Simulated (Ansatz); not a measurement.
# Lattice dynamics of Tl (P6_3/mmc, 2 atoms in the cell)

Wanted: phonon frequencies of Tl (P6_3/mmc, 2 atoms in the cell) and what follows from them.

Calculated with Ansatz 0.2.0; DFT PBEsol, scalar-relativistic, plane waves, PseudoDojo norm-conserving pseudopotentials.

## (1) The structure

It takes space group P6_3/mmc (No. 194, hexagonal). The conventional cell has a = 3.456 Å, b = 3.456 Å, c = 5.525 Å, α = 90.00°, β = 90.00°, γ = 120.00°. Tl has 12 Tl at 3.41 to 3.46 Å nearest.

## (2) Bringing the structure to rest

Harmonic phonons are second derivatives at a point where the forces vanish, and they are wanted at zero stress, so atoms and cell are relaxed first.

File input.yaml:

```yaml
crystal:
  lattice:
    - [3.456, 0.0, 0.0]
    - [-1.728, 2.9929837955, 0.0]
    - [0.0, 0.0, 5.525]
  atoms:
    - { symbol: Tl, position: [0.3333333333, 0.6666666667, 0.25] }
    - { symbol: Tl, position: [0.6666666667, 0.3333333333, 0.75] }
kpoints:
  mp_grid: { grid: [12, 12, 6] }
hamiltonian:
  xc: pbesol
  pseudopotentials: { kind: nc, accuracy: standard }
scf:
  occupations: { method: gaussian, width: 0.1 }
output:
  forces: true
  stress: true
  eigenvalues: true
relax:
  adjacent_minimum: "off"
  f_tol: 0.005
  max_steps: 80
  cell: { stress_tol: 0.05 }
```

Launch:

```bash
> ansatz run input.yaml --threads 8 --pin off --max-ram 14336MiB --backend cpu --events-out ev --progress --plain --runs-dir out
```

Numbers of over 12 decimals in the logs are rounded to 6 here.

The log of the run:

```text
Engine: ansatz 0.2.0, x86_64-unknown-linux-gnu
Pseudopotentials: kind: nc
Pseudopotential: Tl, nc, valence charge 13, recommended cutoff 843.552974 eV (normal), Tl.nc.azcp (PseudoDojo's, or run here from an input of PseudoDojo's; its table is named by hamiltonian.pseudopotentials.accuracy)
Functional definition: PBEsol
  exchange = pbesol_x
  correlation = pbesol_c
Crystal: 2 atoms, lattice volume = 57.149 Å³
Basis set: ecut = 843.552974 eV, 3177 PW (Γ), exchange–correlation on 72×72×108 points (8 copies of the dense FFT grid, shifted against one another)
Bands: 17, of which v1, the nominal top of the filled ones, is band 13 counted from 1 (12 counted from 0)
Symmetry: 24 space group operations
Space group: P63/mmc (ITA 194), of the structure as read, at distance tolerance 3.9e-5 Å
k-points: 76 of 864
Non-local potential: Tl, projectors of the file, l = 0: 2, l = 1: 2, l = 2: 2
Initial density: superposition of atomic densities (chi_scale 0.1, normalization cell)
Initial wavefunctions: pseudopotential atomic-orbital guess
Functional: x = pbesol(κ = 0.804, μ = 0.123457), c = pbesol(β = 0.046)
SCF iter   1: F=—  HF=-3302.989862 eV  |F-HF|=—  |Δ(HF+E_count)|=         —  Δρ=1.47e-2  dr2=1.77e-1  ethr=3.10e-3  ⟨swp⟩=5.7  Hψ=6290  notcnv=0
preconditioner: auto → Kerker (q_TF=auto, 2.393 Å⁻¹)  [metal: Δε(μ)=0.077 eV  Ē_g=13.430 eV  σ=0.100 eV  W_gap=0.40  n_scr=22 (ndim 8)  ℏωp=25.0 eV  f_vac=0.000  D(μ)=0.81/eV (n_scr^D=2)]
SCF iter   2: F=—  HF=-3302.939456 eV  |F-HF|=—  |Δ(HF+E_count)|=   5.04e-2  Δρ=7.74e-3  dr2=5.36e-2  ethr=6.83e-4  ⟨swp⟩=1.5  Hψ=2095  notcnv=0
SCF iter   3: F=—  HF=-3302.922485 eV  |F-HF|=—  |Δ(HF+E_count)|=   1.70e-2  Δρ=2.31e-3  dr2=1.71e-3  ethr=2.06e-4  ⟨swp⟩=2.4  Hψ=2088  notcnv=0  defer=1
SCF iter   4: F=—  HF=-3302.922445 eV  |F-HF|=—  |Δ(HF+E_count)|=   4.08e-5  Δρ=7.60e-4  dr2=2.10e-4  ethr=6.57e-6  ⟨swp⟩=2.9  Hψ=2455  notcnv=0  defer=17
SCF iter   5: F=—  HF=-3302.922371 eV  |F-HF|=—  |Δ(HF+E_count)|=   7.41e-5  Δρ=8.25e-5  dr2=3.33e-6  ethr=8.07e-7  ⟨swp⟩=2.1  Hψ=2146  notcnv=0  defer=17
SCF iter   6: F=—  HF=-3302.922380 eV  |F-HF|=—  |Δ(HF+E_count)|=   9.30e-6  Δρ=1.42e-5  dr2=1.29e-7  ethr=1.28e-8  ⟨swp⟩=2.1  Hψ=1544  notcnv=0  defer=17
SCF iter   7: F=-3302.922380 eV  HF=-3302.922380 eV  |F-HF|=2.43e-9  |Δ(HF+E_count)|=   5.93e-8  Δρ=3.09e-6  dr2=7.20e-9  ethr=3.85e-10  ⟨swp⟩=7.5  Hψ=6948  notcnv=0
SCF 1 converged in 7 iterations: F = -3302.922380 eV  dr2 = 7.20e-9
relax step   1: F+E_penalty+E_count = -3302.92237986 eV  Δ(F+E_penalty+E_count) = +0.000e0 eV  max|allowed force component| = 1.850e-17 eV/Å  Δτ_max = 0.0000 Å  P = +0.130 GPa  Ω = 57.149 Å³  (7 SCF iters, dr2 threshold 1.00e-7 eV, accepted)
Crystal: 2 atoms, lattice volume = 57.328 Å³
Basis set: ecut = 843.552974 eV, 3213 PW (Γ), exchange–correlation on 72×72×108 points (8 copies of the dense FFT grid, shifted against one another)
Initial density: handed on by an earlier stage of this run
Initial wavefunctions: those handed on with the density
iter 1 solved again at ethr=5.24e-8 eV; its pass at ethr=3.10e-3 eV (dr2=1.36e-5 eV) is discarded
SCF iter   1: F=—  HF=-3302.923591 eV  |F-HF|=—  |Δ(HF+E_count)|=         —  Δρ=1.25e-4  dr2=1.25e-5  ethr=5.24e-8  ⟨swp⟩=3.4  Hψ=9791  notcnv=0
preconditioner: auto → Kerker (q_TF=auto, 2.391 Å⁻¹)  [metal: Δε(μ)=0.086 eV  Ē_g=13.717 eV  σ=0.100 eV  W_gap=0.44  n_scr=22 (ndim 8)  ℏωp=25.0 eV  f_vac=0.000  D(μ)=0.70/eV (n_scr^D=2)]
SCF iter   2: F=—  HF=-3302.923590 eV  |F-HF|=—  |Δ(HF+E_count)|=   1.50e-6  Δρ=8.03e-5  dr2=5.23e-6  ethr=4.82e-8  ⟨swp⟩=1.0  Hψ=1292  notcnv=0
SCF iter   3: F=—  HF=-3302.923589 eV  |F-HF|=—  |Δ(HF+E_count)|=   7.78e-7  Δρ=1.68e-5  dr2=2.44e-7  ethr=2.01e-8  ⟨swp⟩=1.5  Hψ=1802  notcnv=0
SCF iter   4: F=-3302.923589 eV  HF=-3302.923589 eV  |F-HF|=8.82e-10  |Δ(HF+E_count)|=   5.98e-8  Δρ=3.18e-6  dr2=4.23e-9  ethr=7.69e-10  ⟨swp⟩=5.8  Hψ=5700  notcnv=0
SCF 2 converged in 4 iterations: F = -3302.923589 eV  dr2 = 4.23e-9
relax step   2: F+E_penalty+E_count = -3302.92358899 eV  Δ(F+E_penalty+E_count) = -1.209e-3 eV  max|allowed force component| = 3.238e-17 eV/Å  Δτ_max = 0.0000 Å  P = +0.040 GPa  Ω = 57.328 Å³  energy of the carried Pulay correction = -1.436e-5 eV  (4 SCF iters, dr2 threshold 2.00e-7 eV, accepted)
Crystal: 2 atoms, lattice volume = 57.375 Å³
Basis set: ecut = 843.552974 eV, 3223 PW (Γ), exchange–correlation on 72×72×108 points (8 copies of the dense FFT grid, shifted against one another)
iter 1 solved again at ethr=3.96e-8 eV; its pass at ethr=3.10e-3 eV (dr2=1.03e-5 eV) is discarded
SCF iter   1: F=—  HF=-3302.923931 eV  |F-HF|=—  |Δ(HF+E_count)|=         —  Δρ=1.04e-4  dr2=8.92e-6  ethr=3.96e-8  ⟨swp⟩=3.4  Hψ=9845  notcnv=0
preconditioner: auto → Kerker (q_TF=auto, 2.391 Å⁻¹)  [metal: Δε(μ)=0.083 eV  Ē_g=13.714 eV  σ=0.100 eV  W_gap=0.38  n_scr=22 (ndim 8)  ℏωp=25.0 eV  f_vac=0.000  D(μ)=0.69/eV (n_scr^D=2)]
SCF iter   2: F=—  HF=-3302.923931 eV  |F-HF|=—  |Δ(HF+E_count)|=   5.45e-7  Δρ=7.31e-5  dr2=4.52e-6  ethr=3.43e-8  ⟨swp⟩=1.0  Hψ=1292  notcnv=0
SCF iter   3: F=—  HF=-3302.923930 eV  |F-HF|=—  |Δ(HF+E_count)|=   5.35e-7  Δρ=1.42e-5  dr2=1.83e-7  ethr=1.74e-8  ⟨swp⟩=1.0  Hψ=1298  notcnv=0
SCF iter   4: F=-3302.923930 eV  HF=-3302.923930 eV  |F-HF|=5.26e-10  |Δ(HF+E_count)|=   4.78e-8  Δρ=2.42e-6  dr2=2.61e-9  ethr=3.66e-10  ⟨swp⟩=5.8  Hψ=5762  notcnv=0
SCF 3 converged in 4 iterations: F = -3302.923930 eV  dr2 = 2.61e-9
relax step   3: F+E_penalty+E_count = -3302.92393000 eV  Δ(F+E_penalty+E_count) = -3.410e-4 eV  max|allowed force component| = 7.980e-17 eV/Å  Δτ_max = 0.0000 Å  P = +0.036 GPa  Ω = 57.375 Å³  energy of the carried Pulay correction = -1.815e-5 eV  (4 SCF iters, dr2 threshold 9.50e-8 eV, accepted)
Initial wavefunctions: pseudopotential atomic-orbital guess (no wavefunctions were taken with the density)
iter 1 solved again at ethr=1.90e-8 eV; its pass at ethr=3.10e-3 eV (dr2=4.94e-6 eV) is discarded
SCF iter   1: F=—  HF=-3302.923942 eV  |F-HF|=—  |Δ(HF+E_count)|=         —  Δρ=9.09e-6  dr2=5.35e-9  ethr=1.90e-8  ⟨swp⟩=5.4  Hψ=11922  notcnv=0
preconditioner: auto → Kerker (q_TF=auto, 2.391 Å⁻¹)  [metal: Δε(μ)=0.083 eV  Ē_g=13.713 eV  σ=0.100 eV  W_gap=0.38  n_scr=22 (ndim 8)  ℏωp=25.0 eV  f_vac=0.000  D(μ)=0.69/eV (n_scr^D=2)]
SCF iter   2: F=—  HF=-3302.923951 eV  |F-HF|=—  |Δ(HF+E_count)|=   9.58e-6  Δρ=4.74e-6  dr2=1.83e-9  ethr=2.06e-11  ⟨swp⟩=3.0  Hψ=2911  notcnv=0
SCF iter   3: F=—  HF=-3302.923951 eV  |F-HF|=—  |Δ(HF+E_count)|=   1.26e-9  Δρ=4.02e-7  dr2=5.42e-11  ethr=7.05e-12  ⟨swp⟩=2.9  Hψ=2254  notcnv=0
SCF iter   4: F=-3302.923951 eV  HF=-3302.923951 eV  |F-HF|=1.36e-12  |Δ(HF+E_count)|=  4.09e-12  Δρ=1.11e-7  dr2=5.03e-12  ethr=1.00e-12  ⟨swp⟩=8.5  Hψ=7998  notcnv=0
SCF 4 converged in 4 iterations: F = -3302.923951 eV  dr2 = 5.03e-12
relax step   4: F+E_penalty+E_count = -3302.92395125 eV  Δ(F+E_penalty+E_count) = -2.124e-5 eV  max|allowed force component| = 8.211e-17 eV/Å  Δτ_max = 0.0000 Å  P = +0.036 GPa  Ω = 57.375 Å³  stress off target by 3.63e-2 GPa  SCF on the basis re-selected at this cell (its energy is not comparable with the rows above)  (4 SCF iters)
basis re-selected at this cell: Δ(F+E_penalty+E_count) = -2.124e-5 eV, ΔP = +0.000 GPa vs the last step (what re-selecting the basis moved, of the pressure what is left beyond the Pulay correction that the steps carried, after the strain that the cell walked since its last selection, with what the two solves' SCF thresholds leave and, on support functions, any second-order correction that the steps lacked; it is no m [...]
SCF converged after 4 iterations
Free energy (F): -3302.923951 eV
Harris-Foulkes:  -3302.923951 eV  (|F-HF|=1.36e-12)
Internal energy: -3302.920520 eV  (E = F + TS)
E sigma→0 (E₀):  -3302.922236 eV
Entropy (-TS):   -0.003431 eV (-1.716 meV/atom)
Fermi energy:    10.523684 eV
--- Per-component energies (eV) ---
  E_band       = 21.248291
  E_kinetic    = 1704.925099
  E_local      = -1663.642728  (includes V_loc(G=0)·N_el)
  E_nonlocal   = -571.040523
  E_hartree    = 557.325601
  E_xc         = -1035.020895
  E_vxc        = -563.644720  (∫ρ·V_xc dr)
  E_ewald      = -2295.467074
  E_smearing   = -0.003431  (= −TS)
  E_closure    = 0.000000  (closes the sum)
  Σ components = -3302.923951   (vs F -3302.923951, Δ=0.00e0)
--- Forces (eV/Å), atoms counted from 1 ---
  atom   1  Tl    -0.00000000     0.00000000     0.00000000
  atom   2  Tl     0.00000000    -0.00000000    -0.00000000
  max |Σ_I F_I| component: 9.25e-18 eV/Å
--- Stress (GPa, compression-positive) ---
        0.036273       0.000000       0.000000
        0.000000       0.036273       0.000000
        0.000000       0.000000       0.035674
  P = ⅓ Tr σ = 0.0361 GPa (0.361 kbar)
--- Band table (eV; the first three rows and the last of 76) ---
  k-point 0: bands = [... 9 lower, -0.4779, 0.5260, 5.6139, 7.7767, 18.3271, 18.3271, 20.4194, 20.4194]
  k-point 1: bands = [... 9 lower, -0.4876, 0.6809, 4.5586, 9.1392, 18.4537, 18.4537, 20.0044, 20.2836]
  k-point 2: bands = [... 9 lower, -0.5224, 1.1634, 3.1459, 11.4702, 17.0459, 18.8140, 18.8140, 19.8887]
  k-point 75: bands = [... 9 lower, -0.4701, 6.4350, 6.4350, 9.5966, 9.5966, 10.7550, 10.7550, 18.3900]
--- Relaxed structure (3 steps of the walk, 3 accepted, 1 SCFs on fresh bases) ---
  F+E_penalty+E_count = -3302.92395125 eV   max|allowed force component| = 8.211e-17 eV/Å   (the final SCF, on the basis selected at the relaxed cell)
  cell:  # Å, volume = 57.3753 Å³
    - [3.479918, 0.0, 0.0]
    - [-1.739959, 3.013698, 0.0]
    - [0.0, 0.0, 5.470869]
  atoms:
    - { symbol: Tl, position: [0.333333, 0.666667, 0.25] }
    - { symbol: Tl, position: [0.666667, 0.333333, 0.75] }
```

It took 13 s on 8 threads of AMD EPYC 7R43, shared host; peak memory 0.56 GiB; 52 s of CPU time.

Step by step:

```tsv
step	energy less that of the first step (eV)	largest force component (eV/Å)	pressure (GPa)	volume (Å³)
1	0.0000	0.0000	0.13	57.15
2	-0.0012	0.0000	0.04	57.33
3	-0.0015	0.0000	0.04	57.38
4*	-0.0016	0.0000	0.04	57.38
```

Relaxation steps marked * repeat the geometry before them on a plane-wave basis chosen anew for their cell, so energy and pressure can jump there.

The run keeps the 24 symmetry operations that it works with, so distortions that break them were not tested.

```tsv
conventional cell, symmetrised	before	after	change
a (Å)	3.456	3.480	+0.7 %
b (Å)	3.456	3.480	+0.7 %
c (Å)	5.525	5.471	-1.0 %
volume (Å³/atom)	28.57	28.69	+0.4 %
```

Final coordinates:

```cif
data_structure
_symmetry_space_group_name_H-M 'P 1'
_symmetry_Int_Tables_number 1
_cell_length_a 3.4799
_cell_length_b 3.4799
_cell_length_c 5.4709
_cell_angle_alpha 90.000
_cell_angle_beta 90.000
_cell_angle_gamma 120.000
_cell_volume 57.38
loop_
_atom_site_label
_atom_site_type_symbol
_atom_site_fract_x
_atom_site_fract_y
_atom_site_fract_z
_atom_site_occupancy
Tl1 Tl 0.33333 0.66667 0.25000 1
Tl2 Tl 0.66667 0.33333 0.75000 1
```

This step gave:

| Quantity | Value |
| --- | --- |
| pressure | 0.03607 GPa |
| volume per atom | 28.69 Å³ |
| gap on the k-mesh | 0 eV |

In this step the volume went from 28.57 to 28.69 Å³/atom.

## (3) Relaxing to small forces for the phonons

Phonons need a cell at rest on their own settings, so the relaxation is repeated with tight tolerances on forces and stress on the k mesh and occupations of the first response run.

File input.yaml:

```yaml
crystal:
  lattice:
    - [3.479918366, 0.0, 0.0]
    - [-1.739959183, 3.0136977081, 0.0]
    - [0.0, 0.0, 5.4708688475]
  atoms:
    - { symbol: Tl, position: [0.3333333333, 0.6666666667, 0.25] }
    - { symbol: Tl, position: [0.6666666667, 0.3333333333, 0.75] }
kpoints:
  mp_grid: { grid: [12, 12, 6] }
hamiltonian:
  xc: pbesol
  pseudopotentials: { kind: nc, accuracy: standard }
scf:
  occupations: { method: methfessel_paxton, width: 0.15 }
output:
  forces: true
  stress: true
  eigenvalues: true
  write_density: true
  write_potential: true
  elf: true
  volumetric_format: npy
relax:
  adjacent_minimum: "off"
  f_tol: 0.001
  max_steps: 60
  cell: { stress_tol: 0.01 }
```

The log of the run:

```text
[...]
Crystal: 2 atoms, lattice volume = 57.375 Å³
Basis set: ecut = 843.552974 eV, 3223 PW (Γ), exchange–correlation on 72×72×108 points (8 copies of the dense FFT grid, shifted against one another)
Bands: 17, of which v1, the nominal top of the filled ones, is band 13 counted from 1 (12 counted from 0)
Symmetry: 24 space group operations
[...]
k-points: 76 of 864
[...]
k-point 75: bands = [... 9 lower, -0.4884, 6.4115, 6.4115, 9.5772, 9.5772, 10.7370, 10.7370, 18.3744]
--- Relaxed structure (3 steps of the walk, 3 accepted, 1 SCFs on fresh bases) ---
[...]
cell:  # Å, volume = 57.4494 Å³
    - [3.482622, 0.0, 0]
    - [-1.741311, 3.016039, 0]
    - [0, 0, 5.469434]
  atoms:
    - { symbol: Tl, position: [0.333333, 0.666667, 0.25] }
    - { symbol: Tl, position: [0.666667, 0.333333, 0.750000] }
[key lines of the parts left out:]
SCF converged after 4 iterations
Free energy (F): -3302.921942 eV
Fermi energy:    10.501754 eV
P = ⅓ Tr σ = -0.0019 GPa (-0.019 kbar)
```

The job ended after 12 s (8 threads; peak memory 0.62 GiB).

Little changed from the start: no atom moved by 0.005 Å and no cell edge by 0.1 %.

This step gave:

```
pressure        : -0.001867 GPa
volume per atom : 28.72 Å³
```

Electrostatic potential energy in the ac plane at fractional y = 0.333, with atoms of Tl within 0.2 Å of it. With pseudopotentials it is smooth inside the atoms' cores, unlike the true potential.

Ten even steps from '_' (-60 eV) to '@' (13 eV), each cell a mean:
```
@@@@@@@@@@@@@@@@%%%%%%@@@@@@
@@@@@@@@@@@@@@%%##****##%%@@
@@@@@@@@@@@@%%**==----++##%%
@@@@@@@@@@%%**--______::++##
@@@@@@@@@@%%**::________==##
@@@@@@@@@@%%**::________==##
@@@@@@@@@@%%##==..____--++%%
@@@@@@@@@@@@%%**++====++##%%
@@@@@@@@@@@@@@%%######%%%%@@
@@@@@@@@@@@@@@@@@@@@@@@@@@@@
@@@@@@@@@@@@@@@@@@@@@@@@@@@@
@@@@@@@@@@@@@@@@@@@@@@@@@@@@
@@@@@@@@@@@@@@@@@@@@@@@@@@@@
@@%%%%%%@@@@@@@@@@@@@@@@@@@@
%%%%%%%%%%@@@@@@@@@@@@@@@@@@
%%%%%%%%%%@@@@@@@@@@@@@@@@@@
%%%%%%%%%%@@@@@@@@@@@@@@@@@@
@@@@%%%%@@@@@@@@@@@@@@@@@@@@
@@@@@@@@@@@@@@@@@@@@@@@@@@@@
@@@@@@@@@@@@@@@@@@@@@@@@@@@@
@@@@@@@@@@@@@@@@@@@@@@@@@@@@
```
Columns run along a (3.5 Å; values clipped at the 3rd and 97th percentile), rows up along c (5.5 Å). Atoms in or near the plane, at fractional coordinates: Tl at (0.67, 0.75).

ELF in the ac plane at fractional y = 0.333, with atoms of Tl within 0.2 Å of it. It is the smooth field of the valence electrons, not physical close to the nuclei.

Ten even steps from '_' (0.01) to '@' (0.43), each cell a mean:
```
==--------==**##########**++
++------==**##%%%%@@@@%%####
**==----++##%%@@@@@@@@@@%%##
##++--==**##@@@@++::--%%@@%%
##++--==**%%@@%%::____++@@%%
##++--==**%%@@%%::____**@@%%
##++--==**##%%@@##++**@@@@%%
**==----++##%%@@@@@@@@@@%%##
++------==**##%%%%%%%%%%##**
----------==++**######****==
--========--====++++++++==--
++++****++==------==------==
**######****==----------==++
####%%%%##**++==--------==**
##%%%%%%####**==------==++**
##%%%%%%%%##**==------==++**
##%%%%%%####**==------==++**
##########**++==--------==**
****####**++==----------====
==++++++++==----======------
----====----==++++****++==--
```
Columns run along a (3.5 Å), rows up along c (5.5 Å). Atoms in or near the plane, at fractional coordinates: Tl at (0.67, 0.75).

Valence density in the ac plane at fractional y = 0.333, with atoms of Tl within 0.2 Å of it. It is the smooth field of the valence electrons, not physical close to the nuclei.

Values in e/Å³, 21 rows by 14 columns, each cell a mean:
```
0.1 0.1 0.1 0.1 0.1 0.1 0.2 0.3 0.4 0.4 0.4 0.3 0.2 0.2
0.1 0.1 0.1 0.1 0.1 0.2 0.3 0.6 1.0 1.2 1.1 0.8 0.5 0.3
0.2 0.1 0.1 0.1 0.2 0.3 0.6 1.5 2.7 3.4 3.1 2.0 1.0 0.4
0.3 0.1 0.1 0.1 0.2 0.5 1.2 3.3 4.2 3.4 3.9 3.9 2.0 0.8
0.3 0.2 0.1 0.1 0.2 0.6 1.6 4.0 3.0 0.6 1.6 4.2 2.7 1.0
0.3 0.2 0.1 0.1 0.2 0.6 1.5 4.0 3.2 0.9 1.9 4.2 2.7 1.0
0.2 0.1 0.1 0.1 0.2 0.4 1.0 2.7 4.1 4.1 4.2 3.4 1.7 0.7
0.2 0.1 0.1 0.1 0.1 0.3 0.6 1.3 2.2 2.8 2.6 1.7 0.8 0.4
0.1 0.1 0.1 0.1 0.1 0.2 0.3 0.5 0.8 1.0 0.9 0.6 0.4 0.2
0.1 0.1 0.1 0.1 0.1 0.1 0.2 0.2 0.3 0.3 0.3 0.2 0.2 0.1
0.1 0.1 0.1 0.1 0.1 0.1 0.1 0.1 0.1 0.2 0.1 0.1 0.1 0.1
0.1 0.1 0.1 0.1 0.1 0.1 0.1 0.1 0.1 0.1 0.1 0.1 0.1 0.1
0.2 0.2 0.3 0.3 0.2 0.2 0.1 0.1 0.1 0.1 0.1 0.1 0.1 0.1
0.3 0.4 0.4 0.4 0.3 0.2 0.1 0.1 0.1 0.1 0.1 0.1 0.1 0.2
0.4 0.5 0.6 0.5 0.4 0.3 0.2 0.1 0.1 0.1 0.1 0.1 0.1 0.2
0.4 0.5 0.6 0.6 0.4 0.3 0.2 0.1 0.1 0.1 0.1 0.1 0.1 0.2
0.3 0.5 0.5 0.5 0.4 0.3 0.2 0.1 0.1 0.1 0.1 0.1 0.1 0.2
0.3 0.3 0.4 0.4 0.3 0.2 0.1 0.1 0.1 0.1 0.1 0.1 0.1 0.2
0.2 0.2 0.2 0.2 0.2 0.1 0.1 0.1 0.1 0.1 0.1 0.1 0.1 0.1
0.1 0.1 0.1 0.1 0.1 0.1 0.1 0.1 0.1 0.1 0.1 0.1 0.1 0.1
0.1 0.1 0.1 0.1 0.1 0.1 0.1 0.1 0.2 0.2 0.2 0.1 0.1 0.1
```
Columns run along a (3.5 Å), rows up along c (5.5 Å). Atoms in or near the plane, at fractional coordinates: Tl at (0.67, 0.75).

The forces vanish by symmetry and the pressure is -0.002 GPa, within the tolerances set. The cell now holds 28.72 Å³/atom.

(Continued in part 2 of 2.)

[Logs are printed without paths, hosts, clocks, repeated set-up lines and the standing remarks that a program may print on its own settings, such as how far it seeks lower states.]

[Hosts, paths, dates, database ids (printed as entryN), source tags and the programs' standing remarks are cut or masked in the printed files.]
